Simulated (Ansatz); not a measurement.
## Be (Im-3m, 1 atom in the cell): converging a phonon calculation

How do the frequencies of Be (Im-3m, 1 atom in the cell) move with q mesh, k mesh and cutoff?

Method: DFT PBEsol, scalar-relativistic, plane waves, PAW, in Ansatz 0.2.0.

This is not the structure that Be takes at ambient pressure and room temperature (hexagonal, No. 194); it is a model or a phase of other conditions.

**1. Set-up**

The structure is cubic, space group Im-3m (No. 229). The conventional cell has a = 2.493 Å, b = 2.493 Å, c = 2.493 Å, α = 90.00°, β = 90.00°, γ = 90.00°. Nearest to Be lie 8 Be at 2.16 Å.

**2. Relaxing to small forces for the phonons**

Phonons need a cell at rest on their own settings, so the relaxation is repeated with tight tolerances on forces and stress, using the mesh and the filling of the phonon run that follows.

input.yaml

```yaml
crystal:
  lattice:
    - [-1.2464130335, 1.2464130335, 1.2464130335]
    - [1.2464130335, -1.2464130335, 1.2464130335]
    - [1.2464130335, 1.2464130335, -1.2464130335]
  atoms:
    - { symbol: Be, position: [0.0, 0.0, 0.0] }
kpoints:
  mp_grid: { grid: [24, 24, 24] }
hamiltonian:
  xc: pbesol
scf:
  occupations: { method: methfessel_paxton, width: 0.15 }
output:
  forces: true
  stress: true
  eigenvalues: true
relax:
  adjacent_minimum: "off"
  f_tol: 0.001
  max_steps: 60
  cell: { stress_tol: 0.01 }
```

On the command line:

```sh
$ ansatz run input.yaml --threads 4 --pin off --max-ram 7168MiB --backend cpu --events-out ev --progress --plain --runs-dir out
```

Numbers of over 12 decimals in the logs are rounded to 6 here.

Log:

```text
Engine: ansatz 0.2.0, aarch64-unknown-linux-gnu
Pseudopotentials: kind: paw
Pseudopotential: Be, paw, valence charge 2, recommended cutoff 420 eV (normal), Be.paw.azcp
Functional definition: PBEsol
  exchange = pbesol_x
  correlation = pbesol_c
Crystal: 1 atoms, lattice volume = 7.745 Å³
[...]
--- Relaxed structure (1 steps of the walk, 1 accepted, 1 SCFs on fresh bases) ---
  F+E_penalty+E_count = -90.25138443 eV   max|allowed force component| = 0.000e0 eV/Å   (the final SCF, on the basis selected at the relaxed cell)
  cell:  # Å, volume = 7.7454 Å³
    - [-1.2464130335, 1.2464130335, 1.2464130335]
    - [1.2464130335, -1.2464130335, 1.2464130335]
    - [1.2464130335, 1.2464130335, -1.2464130335]
  atoms:
    - { symbol: Be, position: [0.0, 0.0, 0.0] }
[key lines of the parts left out:]
SCF converged after 4 iterations
Free energy (F): -90.251384 eV
Fermi energy:    9.271885 eV
P = ⅓ Tr σ = -0.0014 GPa (-0.014 kbar)
```

Wall time 1.3 s (4 threads of Arm Neoverse V1, shared host); peak memory 0.28 GiB.

Little changed from the start: no atom moved by 0.005 Å and no cell edge by 0.1 %.

Numbers from this step:

- pressure: -0.001433 GPa
- volume per atom: 7.745 Å³
- gap on the k-mesh: 0 eV

The forces vanish by symmetry and the pressure is -0.001 GPa, within the tolerances set. The cell now holds 7.75 Å³/atom.

**3. Phonons on a q mesh**

Stability and thermal properties need the whole zone. Linear response on a 6×6×6 q mesh gives force constants as far as a supercell of that size would.

input.yaml, the sections that differ from step 2:

```yaml
output:
  eigenvalues: true
phonons:
  method: dfpt
  qmesh: [6, 6, 6]
  temperatures: { t_max: 1000, t_step: 50 }
  qpath:
    path:
      - [[0.0, 0.0, 0.0], [0.5, -0.5, 0.5], [0.0, 0.0, 0.5], [0.0, 0.0, 0.0], [0.25, 0.25, 0.25], [0.5, -0.5, 0.5]]
      - [[0.25, 0.25, 0.25], [0.0, 0.0, 0.5]]
    npoints: 10
# crystal, kpoints, hamiltonian, scf: as in step 2
# relax: removed
```

Log:

```text
[...]
Crystal: 1 atoms, lattice volume = 7.745 Å³
Basis set: ecut = 420 eV, 141 PW (Γ), exchange–correlation on 30×30×30 points (8 copies of the dense FFT grid, shifted against one another)
Bands: 5, of which v1, the nominal top of the filled ones, is band 1 counted from 1 (0 counted from 0)
Symmetry: 48 space group operations
k-points: 413 of 13824
[...]
SCF iter   1: F=—  HF=-90.251449 eV  |F-HF|=—  |Δ(HF+E_count)|=         —  Δρ=6.59e-4  dr2=1.81e-5  ethr=1.77e-3  ⟨swp⟩=4.5  Hψ=18911  notcnv=0
[...]
SCF iter   5: F=-90.251384 eV  HF=-90.251384 eV  |F-HF|=3.41e-13  |Δ(HF+E_count)|=  8.24e-11  S|Δr|=    0.00e0  Δρ=1.79e-7  dr2=6.01e-13  ethr=1.00e-12  ⟨swp⟩=3.9  Hψ=4235  notcnv=0
SCF 1 converged in 5 iterations: F = -90.251384 eV  dr2 = 6.01e-13
[...]
NSCF: frozen V_eff on 413 k-points
[...]
DFPT response loops at q = (0, 0, 0) (fractional): preconditioner auto → Kerker (q_TF=auto, 2.177 Å⁻¹) (partly filled bands, converged f_vac=0.000); β = 1.00, the filter's whole step (`scf.mixing.beta` (0.50) is not read by the response loops under this deck's `scf.mixing.preconditioner`; to damp them name `kerker` or `kerker_dos`, under which they read `scf.mixing.beta`, and type it under 1.00, their step now; both keys bind the ground state too); Broyden in place of MSR1
[...]
SCF converged after 5 iterations
[...]
Free energy (F): -90.251384 eV
[...]
Internal energy: -90.251161 eV  (E = F + TS)
E sigma→0 (E₀):  -90.251329 eV
Entropy (-TS):   -0.000224 eV (-0.224 meV/atom)
Fermi energy:    9.271885 eV
[...]
--- Band table (eV; the first three rows and the last of 413) ---
[...]
--- Phonons (Γ-DFPT): 1 representative perturbation + reference (Σ response iterations 3) ---
  ASR residual: 1.624e-5 → 0.000e0 eV/Å²; symmetrization residual: 3.701e-16 eV/Å²
  ASR residual per site (eV/Å²): 1.62e-5
  Γ frequencies (cm⁻¹): 0.00 0.00 0.00
--- Phonons (arbitrary-q DFPT): 16 irreducible q on the 6×6×6 mesh ---
  q = [0.0000, 0.0000, 0.0000] (star 1, of the zone-centre solve; hermiticity 3.31e-12, symmetrization 2.28e-11): -0.00 -0.00 0.00
  q = [0.0000, 0.0000, 0.1667] (star 12, 2 solved perturbations in 10956 linear systems a pass and spin channel, the states on 7200 of 13824 k-point pairs; hermiticity 1.05e-15, symmetrization 8.78e-15): 80.30 317.32 362.44
[...]
q = [0.0000, 0.1667, 0.3333] (star 48, 3 solved perturbations on 13824 of 13824 k-point pairs: no pair is spared here; hermiticity 1.48e-9, symmetrization 8.33e-18): 268.97 536.01 657.20
  q = [0.0000, 0.3333, 0.3333] (star 8, 1 solved perturbation on 7200 of 13824 k-point pairs; hermiticity 7.96e-16, symmetrization 4.58e-15): 422.21 561.29 561.29
[...]
sum rule: each row above includes the acoustic sum rule's correction from the zone centre's row sums; it moved no ω² by more than (0.70 cm⁻¹)²
  mesh force constants: q→R imaginary residual 0.00e0; ASR residual 1.624e-5 → 0.000e0 eV/Å²; symmetrization residual 8.882e-15 eV/Å²
  interpolated dispersion: 62 rows × 3 modes
  density of states and harmonic sums: on the 36×36×36 q-mesh, interpolated from the force constants of a 6×6×6 supercell (no non-analytic term)
  largest difference from the sums on the solved wave vectors: F 5.00e-3 eV, S 8.53e-6 and C_V 3.54e-6 eV/K
  zero-point energy: 0.088439 eV/cell   skipped modes (ω ≤ 0): 6, of them read as no rigid motion or as one in doubt: 3 (6.430e-4 modes/cell left out, lowest -39.88 cm⁻¹)   left out of the sums: 2.36e-4 of the cell's modes: C_V's classical limit lies that fraction below 3 k_B per atom; for a crystal, a wire or a layer, F and S can be off by more, and a phonons.interpolated_qmesh denser along its periods is the remedy for the sampling
```

Wall time 2.5 min (4 threads); peak memory 1.5 GiB; 8.5 min of CPU time.

This step gave:

```yaml
sum_rule_residual_before_enforcement: 1.62e-5 eV/Å²
lowest_frequency_on_the_path: -39.88 cm⁻¹
highest_frequency_on_the_path_or_at_a_solved_wavevector: 686.1 cm⁻¹
lowest_mode_on_the_q_mesh_acoustic_modes_at_gamma_apart: -39.88 cm⁻¹
```

Frequencies (cm⁻¹) solved at each irreducible wavevector; negative means imaginary. Frequencies by wavevector, by row:

```tsv
q in reciprocal lattice units	star	mode 1	mode 2	mode 3
0 0 0	1	0	0	0
0 0 0.1667	12	80.3	317.3	362.4
0 0 0.3333	12	58.9	531.4	582.4
0 0 -0.5	6	-39.9	605	669.8
0 0.1667 0.1667	24	213	340.2	592.2
0 0.1667 0.3333	48	269	536	657.2
0 0.3333 0.3333	8	422.2	561.3	561.3
0.1667 0.1667 0.1667	8	276.7	276.7	686.1
0.1667 0.1667 0.3333	12	269.2	510.7	552.6
0.1667 0.1667 -0.1667	6	358.6	379.5	379.5
0.1667 0.3333 -0.3333	24	398.1	543.5	588.9
0.1667 -0.5 -0.5	12	397.4	619.2	679.7
0.1667 -0.5 -0.3333	24	494.4	580.9	651.5
0.3333 0.3333 -0.3333	6	594.2	594.2	603.5
0.3333 -0.5 -0.5	12	595	637.5	641.8
-0.5 -0.5 -0.5	1	664.7	664.7	664.7
```

Interpolated from a 6×6×6 q mesh. The phonon branches at the labelled points (cm⁻¹):

```tsv
point	branch 1	branch 2	branch 3
Γ	0	0	0
halfway	500	500	511
H	665	665	665
halfway	506	629	659
N	-40	605	670
halfway	73	444	481
Γ	0	0	0
halfway	206	206	646
P	426	426	426
halfway	480	605	605
H	665	665	665
jump to P	426	426	426
halfway	212	562	596
N	-40	605	670
```

The phonon branches as a text plot (rows in cm⁻¹):

```
    669 |          ****  ******             **           **    **
    639 |         **  ****     *           *  *        **
    609 |        *     *  ***** *                    **       ***
    579 |       *              *          *         *  *     **
    548 |       *       *       *                  *        *
    518 |     **         *                     *  *   *      *
    488 |     **                 *                   *      *
    458 |                 *      *       *       *  *      *
    428 |    *                                  *          *
    398 |                         *                *
    367 |                         *            * **        *
    337 |   *                      *    *     *
    307 |
    277 |                  *       *         *              *
    247 |  *                        *       *                *
    217 |                                  *
    186 |                           *     *                   *
    156 |                   *          * *
    126 | *                          *  *
     96 |                            *                         *
     66 |                       *****  *
     36 |                      *     *                          *
      5 |*                            *
    -25 |                    **
         Γ           H       N        Γ         P        H|P    N
```

Symmetry leaves 16 wavevectors to solve. The lowest mode among them, the acoustic zeros apart, lies at q = (0, 0, -0.5) and is imaginary, 39.9i cm⁻¹, so the energy falls along it.

**4. Another q mesh, q mesh 2×2×2**

The q mesh is changed to 2×2×2, to see how far the force constants must reach.

input.yaml, as its differences from that of step 3:

```diff
@@ -17,3 +17,3 @@
   method: dfpt
-  qmesh: [6, 6, 6]
+  qmesh: [2, 2, 2]
   temperatures: { t_max: 1000, t_step: 50 }
```

Log:

```text
[...]
Crystal: 1 atoms, lattice volume = 7.745 Å³
Basis set: ecut = 420 eV, 141 PW (Γ), exchange–correlation on 30×30×30 points (8 copies of the dense FFT grid, shifted against one another)
Bands: 5, of which v1, the nominal top of the filled ones, is band 1 counted from 1 (0 counted from 0)
Symmetry: 48 space group operations
k-points: 413 of 13824
[...]
SCF iter   1: F=—  HF=-90.251449 eV  |F-HF|=—  |Δ(HF+E_count)|=         —  Δρ=6.59e-4  dr2=1.81e-5  ethr=1.77e-3  ⟨swp⟩=4.5  Hψ=18911  notcnv=0
[...]
SCF iter   5: F=-90.251384 eV  HF=-90.251384 eV  |F-HF|=3.41e-13  |Δ(HF+E_count)|=  8.24e-11  S|Δr|=    0.00e0  Δρ=1.79e-7  dr2=6.01e-13  ethr=1.00e-12  ⟨swp⟩=3.9  Hψ=4235  notcnv=0
SCF 1 converged in 5 iterations: F = -90.251384 eV  dr2 = 6.01e-13
[...]
SCF converged after 5 iterations
[...]
Free energy (F): -90.251384 eV
[...]
Internal energy: -90.251161 eV  (E = F + TS)
E sigma→0 (E₀):  -90.251329 eV
Entropy (-TS):   -0.000224 eV (-0.224 meV/atom)
Fermi energy:    9.271885 eV
[...]
--- Band table (eV; the first three rows and the last of 413) ---
[...]
ASR residual: 1.624e-5 → 0.000e0 eV/Å²; symmetrization residual: 3.701e-16 eV/Å²
  ASR residual per site (eV/Å²): 1.62e-5
  Γ frequencies (cm⁻¹): 0.00 0.00 0.00
--- Phonons (arbitrary-q DFPT): 3 irreducible q on the 2×2×2 mesh ---
[...]
interpolated dispersion: 62 rows × 3 modes
[...]
```

Run time: 7.2 s. Hardware: 4 threads; peak memory 0.6 GiB.

Numbers from this step:

```
highest frequency at a solved wavevector (no LO-TO term at Γ) : 669.8 cm⁻¹
```

Frequencies (cm⁻¹) solved at each irreducible wavevector; negative means imaginary. Frequencies by wavevector, by row:

```tsv
q in reciprocal lattice units	star	mode 1	mode 2	mode 3
0 0 0	1	0	0	0
0 0 -0.5	6	-39.9	605	669.8
-0.5 -0.5 -0.5	1	664.7	664.7	664.7
```

**5. Another q mesh, q mesh 3×3×3**

The q mesh is changed to 3×3×3, to see how far the force constants must reach.

input.yaml, as its differences from that of step 4:

```diff
@@ -17,3 +17,3 @@
   method: dfpt
-  qmesh: [2, 2, 2]
+  qmesh: [3, 3, 3]
   temperatures: { t_max: 1000, t_step: 50 }
```

Log:

```text
[...]
Crystal: 1 atoms, lattice volume = 7.745 Å³
Basis set: ecut = 420 eV, 141 PW (Γ), exchange–correlation on 30×30×30 points (8 copies of the dense FFT grid, shifted against one another)
Bands: 5, of which v1, the nominal top of the filled ones, is band 1 counted from 1 (0 counted from 0)
Symmetry: 48 space group operations
k-points: 413 of 13824
[...]
E sigma→0 (E₀):  -90.251329 eV
Entropy (-TS):   -0.000224 eV (-0.224 meV/atom)
Fermi energy:    9.271885 eV
[...]
--- Band table (eV; the first three rows and the last of 413) ---
[...]
ASR residual: 1.624e-5 → 0.000e0 eV/Å²; symmetrization residual: 3.701e-16 eV/Å²
  ASR residual per site (eV/Å²): 1.62e-5
  Γ frequencies (cm⁻¹): 0.00 0.00 0.00
--- Phonons (arbitrary-q DFPT): 4 irreducible q on the 3×3×3 mesh ---
[...]
interpolated dispersion: 62 rows × 3 modes
[...]
[key lines of the parts left out:]
SCF converged after 5 iterations
Free energy (F): -90.251384 eV
```

The job ended after 21 s (4 threads; peak memory 0.92 GiB).

Numbers from this step:

| Item | Value |
| --- | --- |
| lowest frequency on the path | -22.12 cm⁻¹ |
| highest frequency on the path or at a solved wavevector | 650.8 cm⁻¹ |
| lowest mode on the q mesh (acoustic modes at Γ apart) | 58.86 cm⁻¹ |

**6. Another k mesh, k-mesh 8×8×8, q mesh 2×2×2**

The k mesh is changed to 8×8×8 on a small fixed q mesh, to find the coarsest that serves.

input.yaml, as its differences from that of step 5:

```diff
@@ -8,3 +8,3 @@
 kpoints:
-  mp_grid: { grid: [24, 24, 24] }
+  mp_grid: { grid: [8, 8, 8] }
 hamiltonian:
@@ -17,3 +17,3 @@
   method: dfpt
-  qmesh: [3, 3, 3]
+  qmesh: [2, 2, 2]
   temperatures: { t_max: 1000, t_step: 50 }
```

Log:

```text
[...]
Crystal: 1 atoms, lattice volume = 7.745 Å³
Basis set: ecut = 420 eV, 141 PW (Γ), exchange–correlation on 30×30×30 points (8 copies of the dense FFT grid, shifted against one another)
Bands: 5, of which v1, the nominal top of the filled ones, is band 1 counted from 1 (0 counted from 0)
Symmetry: 48 space group operations
k-points: 29 of 512
[...]
SCF iter   1: F=—  HF=-90.264467 eV  |F-HF|=—  |Δ(HF+E_count)|=         —  Δρ=7.12e-4  dr2=2.07e-5  ethr=1.77e-3  ⟨swp⟩=4.2  Hψ=1308  notcnv=0
[...]
SCF iter   5: F=-90.264411 eV  HF=-90.264411 eV  |F-HF|=2.56e-13  |Δ(HF+E_count)|=  7.00e-11  S|Δr|=    0.00e0  Δρ=1.71e-7  dr2=5.35e-13  ethr=1.00e-12  ⟨swp⟩=3.7  Hψ=288  notcnv=0
SCF 1 converged in 5 iterations: F = -90.264411 eV  dr2 = 5.35e-13
[...]
SCF converged after 5 iterations
[...]
Free energy (F): -90.264411 eV
[...]
Internal energy: -90.262797 eV  (E = F + TS)
E sigma→0 (E₀):  -90.264007 eV
Entropy (-TS):   -0.001614 eV (-1.614 meV/atom)
Fermi energy:    9.174005 eV
[...]
--- Band table (eV; the first three rows and the last of 29) ---
[...]
ASR residual: 1.465e-5 → 0.000e0 eV/Å²; symmetrization residual: 2.961e-16 eV/Å²
  ASR residual per site (eV/Å²): 1.46e-5
  Γ frequencies (cm⁻¹): 0.00 0.00 0.00
--- Phonons (arbitrary-q DFPT): 3 irreducible q on the 2×2×2 mesh ---
[...]
interpolated dispersion: 62 rows × 3 modes
[...]
zero-point energy: 0.092173 eV/cell   skipped modes (ω ≤ 0): 3   left out of the sums: 2.14e-5 of the cell's modes: C_V's classical limit lies that fraction below 3 k_B per atom; for a crystal, a wire or a layer, F and S can be off by more, and a phonons.interpolated_qmesh denser along its periods is the remedy for the sampling
```

Run time: 0.73 s. Hardware: 4 threads; peak memory 0.29 GiB; 1.8 s of CPU time.

The run finished; it serves as a test, and its numbers are not taken as the result.

**7. Another k mesh, k-mesh 12×12×12, q mesh 2×2×2**

The k mesh is changed to 12×12×12 on a small fixed q mesh, to find the coarsest that serves.

input.yaml, as its differences from that of step 6:

```diff
@@ -8,3 +8,3 @@
 kpoints:
-  mp_grid: { grid: [8, 8, 8] }
+  mp_grid: { grid: [12, 12, 12] }
 hamiltonian:
```

Log:

```text
[...]
Crystal: 1 atoms, lattice volume = 7.745 Å³
Basis set: ecut = 420 eV, 141 PW (Γ), exchange–correlation on 30×30×30 points (8 copies of the dense FFT grid, shifted against one another)
Bands: 5, of which v1, the nominal top of the filled ones, is band 1 counted from 1 (0 counted from 0)
Symmetry: 48 space group operations
k-points: 72 of 1728
[...]
SCF iter   1: F=—  HF=-90.243150 eV  |F-HF|=—  |Δ(HF+E_count)|=         —  Δρ=6.41e-4  dr2=1.74e-5  ethr=1.77e-3  ⟨swp⟩=4.4  Hψ=3286  notcnv=0
[...]
SCF iter   5: F=-90.243086 eV  HF=-90.243086 eV  |F-HF|=3.13e-13  |Δ(HF+E_count)|=  9.33e-11  S|Δr|=    0.00e0  Δρ=1.74e-7  dr2=5.37e-13  ethr=1.00e-12  ⟨swp⟩=3.9  Hψ=746  notcnv=0
SCF 1 converged in 5 iterations: F = -90.243086 eV  dr2 = 5.37e-13
[...]
SCF converged after 5 iterations
[...]
Free energy (F): -90.243086 eV
[...]
Internal energy: -90.243629 eV  (E = F + TS)
E sigma→0 (E₀):  -90.243221 eV
Entropy (-TS):   0.000543 eV (0.543 meV/atom)
Fermi energy:    9.417986 eV
[...]
--- Band table (eV; the first three rows and the last of 72) ---
[...]
ASR residual: 1.405e-5 → 0.000e0 eV/Å²; symmetrization residual: 1.221e-15 eV/Å²
  ASR residual per site (eV/Å²): 1.40e-5
  Γ frequencies (cm⁻¹): 0.00 0.00 0.00
--- Phonons (arbitrary-q DFPT): 3 irreducible q on the 2×2×2 mesh ---
[...]
interpolated dispersion: 62 rows × 3 modes
[...]
```

Elapsed: 1.3 s, on 4 threads; peak memory 0.34 GiB; 3.7 s of CPU time.

The run finished; it serves as a test, and its numbers are not taken as the result.

**8. Another k mesh, k-mesh 18×18×18, q mesh 2×2×2**

The k mesh is changed to 18×18×18 on a small fixed q mesh, to find the coarsest that serves.

input.yaml, as its differences from that of step 7:

```diff
@@ -8,3 +8,3 @@
 kpoints:
-  mp_grid: { grid: [12, 12, 12] }
+  mp_grid: { grid: [18, 18, 18] }
 hamiltonian:
```

Log:

```text
[...]
Crystal: 1 atoms, lattice volume = 7.745 Å³
Basis set: ecut = 420 eV, 141 PW (Γ), exchange–correlation on 30×30×30 points (8 copies of the dense FFT grid, shifted against one another)
Bands: 5, of which v1, the nominal top of the filled ones, is band 1 counted from 1 (0 counted from 0)
Symmetry: 48 space group operations
k-points: 195 of 5832
[...]
E sigma→0 (E₀):  -90.251518 eV
Entropy (-TS):   -0.000382 eV (-0.382 meV/atom)
Fermi energy:    9.192819 eV
[...]
--- Band table (eV; the first three rows and the last of 195) ---
[...]
ASR residual: 1.518e-5 → 0.000e0 eV/Å²; symmetrization residual: 4.071e-16 eV/Å²
  ASR residual per site (eV/Å²): 1.52e-5
  Γ frequencies (cm⁻¹): 0.00 0.00 0.00
--- Phonons (arbitrary-q DFPT): 3 irreducible q on the 2×2×2 mesh ---
[...]
interpolated dispersion: 62 rows × 3 modes
[...]
[key lines of the parts left out:]
SCF converged after 5 iterations
Free energy (F): -90.251613 eV
```

The job ended after 3.2 s (4 threads; peak memory 0.41 GiB).

**9. Another k mesh, q mesh 2×2×2**

The k mesh is changed to 24×24×24 on a small fixed q mesh, to find the coarsest that serves.

input.yaml, as its differences from that of step 8:

```diff
@@ -8,3 +8,3 @@
 kpoints:
-  mp_grid: { grid: [18, 18, 18] }
+  mp_grid: { grid: [24, 24, 24] }
 hamiltonian:
```

Log:

```text
[...]
Crystal: 1 atoms, lattice volume = 7.745 Å³
Basis set: ecut = 420 eV, 141 PW (Γ), exchange–correlation on 30×30×30 points (8 copies of the dense FFT grid, shifted against one another)
Bands: 5, of which v1, the nominal top of the filled ones, is band 1 counted from 1 (0 counted from 0)
Symmetry: 48 space group operations
k-points: 413 of 13824
[...]
E sigma→0 (E₀):  -90.251329 eV
Entropy (-TS):   -0.000224 eV (-0.224 meV/atom)
Fermi energy:    9.271885 eV
[...]
--- Band table (eV; the first three rows and the last of 413) ---
[...]
ASR residual: 1.624e-5 → 0.000e0 eV/Å²; symmetrization residual: 3.701e-16 eV/Å²
  ASR residual per site (eV/Å²): 1.62e-5
  Γ frequencies (cm⁻¹): 0.00 0.00 0.00
--- Phonons (arbitrary-q DFPT): 3 irreducible q on the 2×2×2 mesh ---
[...]
interpolated dispersion: 62 rows × 3 modes
[...]
[key lines of the parts left out:]
SCF converged after 5 iterations
Free energy (F): -90.251384 eV
```

Run time: 7.2 s. Hardware: 4 threads; peak memory 0.6 GiB; 24 s of CPU time.

[end of part 1 of 2]

[Logs are printed without paths, hosts, clocks, repeated set-up lines and the standing remarks that a program may print on its own settings, such as how far it seeks lower states.]

[Hosts, paths, dates, database ids (printed as entryN), source tags and the programs' standing remarks are cut or masked in the printed files.]
